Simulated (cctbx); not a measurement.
# Accept or mend?

Cell a = 7.2450 Å, b = 7.2450 Å, c = 5.5780 Å, α = 90.00°, β = 90.00°, γ = 90.00°; space group I4/mcm (no. 140). The compound is MnCuS2.

The data are simulated with cctbx, not measured: synchrotron X-rays, λ = 0.6889 Å, to d = 0.6 Å, 70 % of the full sphere, strongest reflection 5000 counts, noise from counting, a 3 % proportional error and a noise floor of 4 counts (s.d.); no absorption, and some extinction, which the refinements don't model.

An anisotropic refinement with weights 1/σ² prints:

```text
Rint 0.053, 211 unique reflections to 0.60 A
cycle     R1     wR2    GooF  max shift (A)
   1  0.5048  0.7563  19.405   0.00000
final R1 0.5048 wR2 0.7563 GooF 19.405  parameters 4  data/parameter 52.8
atom        x        y        z      Ueq    occ   su(xyz)  su(Uiso or U11)
Cu1    0.00000  0.00000  0.25000   0.0266  1.000  0.00000  0.0097
Mn1    0.00000  0.50000  0.25000   0.0260  1.000  0.00000  0.0114
difference map: max 60.16 min -10.42 rms 2.83
Q1    0.0000  0.0000  0.2500    4   60.16  0.00 A from Cu1
Q2    0.1676  0.3324  0.0000    8   26.34  2.21 A from Mn1
Q3    0.1676  0.3324  0.5000    8   26.34  2.21 A from Mn1
Q4    0.1675  0.1675  0.0000   16   16.12  2.21 A from Cu1
Q5    0.0000  0.3356  0.2500   16    8.99  1.19 A from Mn1
Q6    0.0000  0.5000  0.2500    4    3.03  0.00 A from Mn1
```

**Question.** Can this result stand? If not, what is the likely fault?

Mend it. The fault: an atom left out, S at (0.1683, 0.3317, 0). Against the right model at the same level, R1 goes from 0.0173 to 0.5048 and GooF from 0.96 to 19.41 and the top difference peak, 60.2 e/Å³, lies on Cu1. Q2 is the missing atom. With scattering power missing, scale and phases suffer, so peaks may also grow on the heavy atoms.

The compound is MnCuS2. The right model at the same level gives:

```text
Rint 0.053, 211 unique reflections to 0.60 A
cycle     R1     wR2    GooF  max shift (A)
   1  0.0229  0.0486   1.259   0.00023
   2  0.0173  0.0370   0.960   0.00000
final R1 0.0173 wR2 0.0370 GooF 0.960  parameters 8  data/parameter 26.4
atom        x        y        z      Ueq    occ   su(xyz)  su(Uiso or U11)
Cu1    0.00000  0.00000  0.25000   0.0267  1.000  0.00000  0.0002
Mn1    0.00000  0.50000  0.25000   0.0259  1.000  0.00000  0.0002
S1     0.16825  0.33175  0.00000   0.0209  1.000  0.00009  0.0002
difference map: max 0.82 min -0.77 rms 0.18
Q1    0.0750  0.1990  0.0000   16    0.83  1.18 A from S1
Q2    0.0418  0.2678  0.5000   16    0.77  1.59 A from S1
Q3    0.0620  0.4380  0.3696   16    0.65  0.92 A from Mn1
Q4    0.0273  0.0790  0.0000   16    0.60  1.52 A from Cu1
Q5    0.0749  0.2060  0.1871   32    0.54  1.54 A from S1
Q6    0.0429  0.3613  0.1509   32    0.47  1.19 A from Mn1
```

Isotropic U is held between 0.0001 and 1 Å² by the program, and listed peak heights are interpolated, so they can pass the grid's maximum.

This is a model crystal, built by substitution and not relaxed, with assumed displacement parameters.

[Middle refinement cycles are left out of these outputs.]

[Logs are printed without paths, hosts, clocks, repeated set-up lines and the standing remarks that a program may print on its own settings, such as how far it seeks lower states.]
